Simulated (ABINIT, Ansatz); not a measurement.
# A GW chain in ABINIT: PNO (Cc), part 3 of 3

How does a plane-wave GW calculation on PNO (Cc) run from the first input to the gap?

ABINIT 10.8.3; LDA and many-body steps on it, plane waves. Known limits of the many-body steps: not at the basis limit; coarse k mesh.

So far. Step 3 (Bands along the symmetry lines): The gap is 5.021 eV, as in the run before at this level. Step 4 (Empty states on the mesh, 2×2×4 mesh, 150 bands): On this mesh the gap is 5.021 eV.

## (5) Screening, 2×2×4 mesh, 138 bands, screening to 176.9 eV

The RPA dielectric matrix is built and inverted for each q.

This step: RPA screening on LDA, plane waves, norm-conserving pseudopotentials.

The input, run.abi:

```
acell 3*1.0 Angstrom
rprim 
  3.278002254000 -3.286113380400 0.000000000000
  3.278002254000 3.286113380400 0.000000000000
  -3.028551860300 0.000000000000 3.488865954800
ntypat 3
znucl 15 7 8
natom 6
typat 1 1 2 2 3 3
xred 
  0.730409600000 0.010313920000 0.000167090000
  0.010313920000 0.730409600000 0.500167090000
  0.742864730000 0.382544620000 0.249632690000
  0.382544620000 0.742864730000 0.749632690000
  0.883089610000 0.000777520000 0.750200220000
  0.000777520000 0.883089610000 0.250200220000
pp_dirpath "pseudos"
pseudos "P.upf, N.upf, O.upf"
ecut 36
ngkpt 2 2 4
nshiftk 1
shiftk 0 0 0
kptopt 1
chksymbreak 0
istwfk *1
occopt 1
irdwfk 1
optdriver 3
nband 138
ecuteps 6.5
inclvkb 2
awtr 1
symchi 1
indata_prefix "in"
outdata_prefix "out"
tmpdata_prefix "tmp"
```

Run with:

```console
$ OMP_NUM_THREADS=1 mpirun -n 4 abinit run.abi > log
```

Numbers of over 12 decimals in the logs are rounded to 6 here.

Output:

```text
.Version 10.8.3 of ABINIT. v10.8.2 released Aug 2026.

 Symmetries : space group Cc (#  9); Bravais mC (1-face-center monocl.)
[... echo of the input left out ...]
== DATASET  1 ==================================================================
-   mpi_nproc: 4, omp_nthreads: 1 (-1 if OMP is not activated)

--- !DatasetInfo
iteration_state: {dtset: 1, }
dimensions: {natom: 6, nkpt: 9, mband: 138, nsppol: 1, nspinor: 1, nspden: 1, mpw: 5252, }
cutoff_energies: {ecut:  36.0, pawecutdg:  -1.0, }
electrons: {nelect:   3.20000000E+01, charge:   0.00000000E+00, occopt:   1.00000000E+00, tsmear:   1.00000000E-02, }

 SCREENING: Calculation of the susceptibility and dielectric matrices

 Based on a program developped by R.W. Godby, V. Olevano, G. Onida, and L. Reining.
 Incorporated in ABINIT by V. Olevano, G.-M. Rignanese, and M. Torrent.
.Using double precision arithmetic ; gwpc =  8

[... cell and pseudopotentials left out ...]
--------------------------------------------------------------------------------

 ==== K-mesh for the wavefunctions ====
 Number of points in the irreducible wedge :     9
[... list of points left out ...]
 Together with  2 symmetry operations and time-reversal symmetry
 yields    16 points in the full Brillouin Zone.

 ==== Q-mesh for the screening function ====
 Number of points in the irreducible wedge :     9
[... list of points left out ...]
 Together with  2 symmetry operations and time-reversal symmetry
 yields    16 points in the full Brillouin Zone.

 setmesh: FFT mesh size selected  =    36x   36x   30
          total number of points  =        38880

 vcoul_init : cutoff-mode = AUXILIARY_FUNCTION
 q-points for optical limit:   1
     1)      0.000010    0.000020    0.000030

- screening: taking advantage of time-reversal symmetry
- Maximum band index for partially occupied states nbvw = 16
- Remaining bands to be divided among processors   nbcw = 122
- Number of bands treated by each node ~30

 Number of electrons calculated from density =   32.0000; Expected =   32.0000
 average of density, n =  0.063088
 r_s =    1.5583
 omega_plasma =   24.2287 [eV]

 calculating chi0 at frequencies [eV] :
  1    0.000000E+00    0.000000E+00
  2    0.000000E+00    2.422865E+01

--------------------------------------------------------------------------------
  q-point number  1        q = ( 0.000000, 0.000000, 0.000000) [r.l.u.]
--------------------------------------------------------------------------------
[... chi0 elements left out ...]
 For q-point:  0.000010 0.000020 0.000030
  dielectric constant =   3.2205
  dielectric constant without local fields =   3.5474

  Average fulfillment of the sum rule on Im[epsilon] for q-point    1 :     67.96  [%]
[... wings left out ...]
  q-point number  2        q = ( 0.500000, 0.000000, 0.000000) [r.l.u.]
--------------------------------------------------------------------------------
[... chi0 elements left out ...]
  Average fulfillment of the sum rule on Im[epsilon] for q-point    2 :     74.14  [%]

 [... 7 further q-points ...]
```

It took 1.9 min on 4 MPI ranks of Arm Neoverse N1, shared host; peak memory 1.5 GiB; 7.4 min of CPU time.

This step gave:

```
ε∞ with local fields, on this mesh, along the program's q direction : 3.220
the same without local fields                                       : 3.547
plasma frequency                                                    : 24.23 eV
plane waves in the screening matrix                                 : 395
```

Local fields lower ε∞ by 9 %. On a Γ-centred mesh this coarse the value itself is usually too large, while a short band sum pulls it down.

## (6) Self-energy, 2×2×4 mesh, 138 bands, screening to 176.9 eV

The self-energy is evaluated for the states that the input lists, and the levels follow from it, in one-shot runs by the linearised quasiparticle equation.

This step: G0W0 on LDA, plane waves, norm-conserving pseudopotentials.

run.abi: that of step 5 with these lines changed.

```diff
@@ -27,8 +27,17 @@
 irdwfk 1
-optdriver 3
+optdriver 4
 nband 138
+gwcalctyp 0
+ecutsigx 36
+symsigma 1
+nkptgw 2
+kptgw 
+  0.5000000000 0.5000000000 0.0000000000
+  0.0000000000 0.0000000000 0.0000000000
+bdgw 
+  15 18
+  15 18
 ecuteps 6.5
-inclvkb 2
-awtr 1
-symchi 1
+irdscr 1
+ppmodel 1
 indata_prefix "in"
```

Output:

```text
.Version 10.8.3 of ABINIT. v10.8.2 released Aug 2026.

 Symmetries : space group Cc (#  9); Bravais mC (1-face-center monocl.)
[... echo of the input left out ...]
== DATASET  1 ==================================================================
-   mpi_nproc: 4, omp_nthreads: 1 (-1 if OMP is not activated)

--- !DatasetInfo
iteration_state: {dtset: 1, }
dimensions: {natom: 6, nkpt: 9, mband: 138, nsppol: 1, nspinor: 1, nspden: 1, mpw: 5252, }
cutoff_energies: {ecut:  36.0, pawecutdg:  -1.0, }
electrons: {nelect:   3.20000000E+01, charge:   0.00000000E+00, occopt:   1.00000000E+00, tsmear:   1.00000000E-02, }

 SIGMA: Calculation of the GW corrections

 Based on a program developped by R.W. Godby, V. Olevano, G. Onida, and L. Reining.
 Incorporated in ABINIT by V. Olevano, G.-M. Rignanese, and M. Torrent.
.Using double precision arithmetic ; gwpc =  8

[... cell and pseudopotentials left out ...]
--------------------------------------------------------------------------------

 ==== K-mesh for the wavefunctions ====
 Number of points in the irreducible wedge :     9
[... list of points left out ...]
 Together with  2 symmetry operations and time-reversal symmetry
 yields    16 points in the full Brillouin Zone.

 ==== Q-mesh for screening function ====
 Number of points in the irreducible wedge :     9
[... list of points left out ...]
 Together with  2 symmetry operations and time-reversal symmetry
 yields    16 points in the full Brillouin Zone.

 vcoul_init : cutoff-mode = AUXILIARY_FUNCTION
 q-points for optical limit:   1
     1)      0.000010    0.000020    0.000030
 setmesh: FFT mesh size selected  =    45x   45x   36
          total number of points  =        72900

 Number of electrons calculated from density =   32.0000; Expected =   32.0000
 average of density, n =  0.063088
 r_s =    1.5583
 omega_plasma =   24.2287 [eV]

 === KS Band Gaps ===
  >>>> For spin  1
   Minimum direct gap =   5.5601 [eV], located at k-point      :   0.0000  0.0000  0.0000
   Fundamental gap    =   5.0215 [eV], Top of valence bands at :   0.5000  0.5000  0.0000
                                       Bottom of conduction at :   0.0000  0.0000  0.0000
 SIGMA fundamental parameters:
 PLASMON POLE MODEL  1
 number of plane-waves for SigmaX                 5209
 number of plane-waves for SigmaC and W            395
 number of plane-waves for wavefunctions          5209
 number of bands                                   138
 number of independent spin polarizations            1
 number of spinorial components                      1
 number of k-points in IBZ                           9
 number of q-points in IBZ                           9
 number of symmetry operations                       2
 number of k-points in BZ                           16
 number of q-points in BZ                           16
 number of frequencies for dSigma/dE                 9
 frequency step for dSigma/dE [eV]                0.25
 number of omega for Sigma on real axis              0
 max omega for Sigma on real axis  [eV]           0.00
 zcut for avoiding poles [eV]                     0.10

 EPSILON^-1 parameters (SCR file):
 dimension of the eps^-1 matrix on file            395
 dimension of the eps^-1 matrix used               395
 number of plane-waves for wavefunctions          5209
 number of bands                                   138
 number of q-points in IBZ                           9
 number of frequencies                               2
 number of real frequencies                          1
 number of imag frequencies                          1

 matrix elements of self-energy operator (all in [eV])

 Perturbative Calculation

--- !SelfEnergy_ee
iteration_state: {dtset: 1, }
kpoint     : [   0.500,    0.500,    0.000, ]
spin       : 1
KS_gap     :    5.743
QP_gap     :    8.075
Delta_QP_KS:    2.331
data: !SigmaeeData |
     Band     E0 <VxcDFT>   SigX SigC(E0)      Z dSigC/dE  Sig(E)    E-E0       E
       15   1.395 -16.439 -20.301   2.980   0.808  -0.238 -17.151  -0.713   0.682
       16   2.000 -17.206 -21.165   3.126   0.805  -0.243 -17.877  -0.671   1.329
       17   7.743 -13.690  -7.854  -3.845   0.834  -0.199 -12.029   1.661   9.404
       18   9.003 -13.272  -7.324  -3.976   0.833  -0.200 -11.629   1.644  10.647

--- !SelfEnergy_ee
iteration_state: {dtset: 1, }
kpoint     : [   0.000,    0.000,    0.000, ]
spin       : 1
KS_gap     :    5.560
QP_gap     :    7.812
Delta_QP_KS:    2.252
data: !SigmaeeData |
     Band     E0 <VxcDFT>   SigX SigC(E0)      Z dSigC/dE  Sig(E)    E-E0       E
       15   1.407 -16.901 -20.988   3.179   0.807  -0.239 -17.633  -0.733   0.675
       16   1.461 -16.630 -20.779   3.199   0.806  -0.240 -17.396  -0.766   0.696
       17   7.021 -12.331  -6.984  -3.582   0.842  -0.187 -10.845   1.486   8.507
       18   7.447 -12.883  -7.584  -3.618   0.842  -0.188 -11.468   1.415   8.863

== END DATASET(S) ==============================================================
================================================================================

 -outvars: echo values of variables after computation  --------
           etotal      0.0000000000E+00
            nband         138
             nkpt           9
          spgroup           9
 [... the other variables as echoed above ...]

 Calculation completed.
```

Elapsed: 38 s, on 4 MPI ranks; peak memory 1.5 GiB.

This step gave:

- G0W0 gap on the points computed: 7.178 eV
- starting gap on the mesh: 5.021 eV
- k of the valence top: 0.5, 0.5, 0
- k of the conduction bottom: 0, 0, 0
- Z at the valence top: 0.805
- Z at the conduction bottom: 0.842
- least direct G0W0 gap on the computed points: 7.811 eV

The gap on the mesh goes from 5.02 eV to 7.18 eV, a correction of +2.16 eV.

Limits: finite bands, cutoff and mesh; coarse k mesh. v1 is the top filled band, c1 the lowest empty one. Levels before and after the correction, in eV, zero at the valence-band top of each column:

|  | conduction bottom | valence top |
| --- | --- | --- |
| Kohn-Sham | 5.02 | 0.00 |
| G0W0 | 7.18 | 0.00 |

|  | level | energy (eV) |
| --- | --- | --- |
| Kohn-Sham | (0.5 0.5 0) v2 | -0.605 |
| Kohn-Sham | (0.5 0.5 0) v1 | 0.000 |
| Kohn-Sham | (0.5 0.5 0) c1 | 5.743 |
| Kohn-Sham | (0.5 0.5 0) c2 | 7.003 |
| Kohn-Sham | Γ v2 | -0.593 |
| Kohn-Sham | Γ v1 | -0.539 |
| Kohn-Sham | Γ c1 | 5.021 |
| Kohn-Sham | Γ c2 | 5.447 |
| G0W0 | (0.5 0.5 0) v2 | -0.647 |
| G0W0 | (0.5 0.5 0) v1 | 0.000 |
| G0W0 | (0.5 0.5 0) c1 | 8.075 |
| G0W0 | (0.5 0.5 0) c2 | 9.318 |
| G0W0 | Γ v2 | -0.654 |
| G0W0 | Γ v1 | -0.633 |
| G0W0 | Γ c1 | 7.178 |
| G0W0 | Γ c2 | 7.534 |

## (7) Where the time went

Times are wall times on 4 MPI ranks of Arm Neoverse N1, shared host, good to a factor of about two.

| step | time | share | memory (GiB) |
| --- | --- | --- | --- |
| ground state | 2.3 min | 29 % | 0.46 |
| bands along the symmetry lines | 62 s | 13 % | 0.38 |
| empty states on the mesh | 2.1 min | 26 % | 0.4 |
| screening | 1.9 min | 23 % | 1.5 |
| self-energy | 38 s | 8 % | 1.5 |

## (8) Summary of results

```json
{
 "LDA gap": "5.02 eV, indirect",
 "G0W0 gap on the mesh": "7.18 eV",
 "GW settings": "2×2×4 mesh, 138 bands, screening to 176.9 eV, Godby-Needs plasmon pole",
 "known limits": "not at the basis limit; coarse k mesh"
}
```

**Reading.** G0W0 moves the gap on the mesh from 5.02 eV to 7.18 eV (+2.16 eV), with Z of 0.81 and 0.84 at the edges. Local fields lower the RPA ε∞ on this mesh from 3.55 to 3.22; a Γ-centred mesh this coarse tends to raise both, most where the direct gap is narrow, while a short band sum lowers them. Only 2 of the mesh's irreducible points were corrected, so a valley elsewhere could overtake. Bands and cutoff are finite, so the gap is not at the basis limit. The miss can reach some tenths of an eV and take either sign; the mesh is an error of its own. In the G0W0 run levels were corrected at 2 k points alone, so a gap called «on the mesh» is the least over those, and an edge elsewhere would be missed. The 2×2×4 mesh is coarse for this cell, which bears on the long-range parts of exchange and screening.

[Paths, hosts, dates, memory and timing lines, banners, echoed tables and standing remarks are left out of the program output.]

[Logs are printed without paths, hosts, clocks, repeated set-up lines and the standing remarks that a program may print on its own settings, such as how far it seeks lower states.]

[Runs of the session that timed out or met a known fault of the program may be left out.]

[Hosts, paths, dates, database ids (printed as entryN), source tags and the programs' standing remarks are cut or masked in the printed files.]

[G0W0 gaps are taken among the corrected bands and points alone; a level outside them can change the order at an edge.]

[Where Ansatz stands beside ABINIT at settings called matched, ABINIT's density can come from a denser mesh and the files from another edition; pairs whose starting gaps differed by over 0.03 eV were left out, so agreement reads better than it is.]
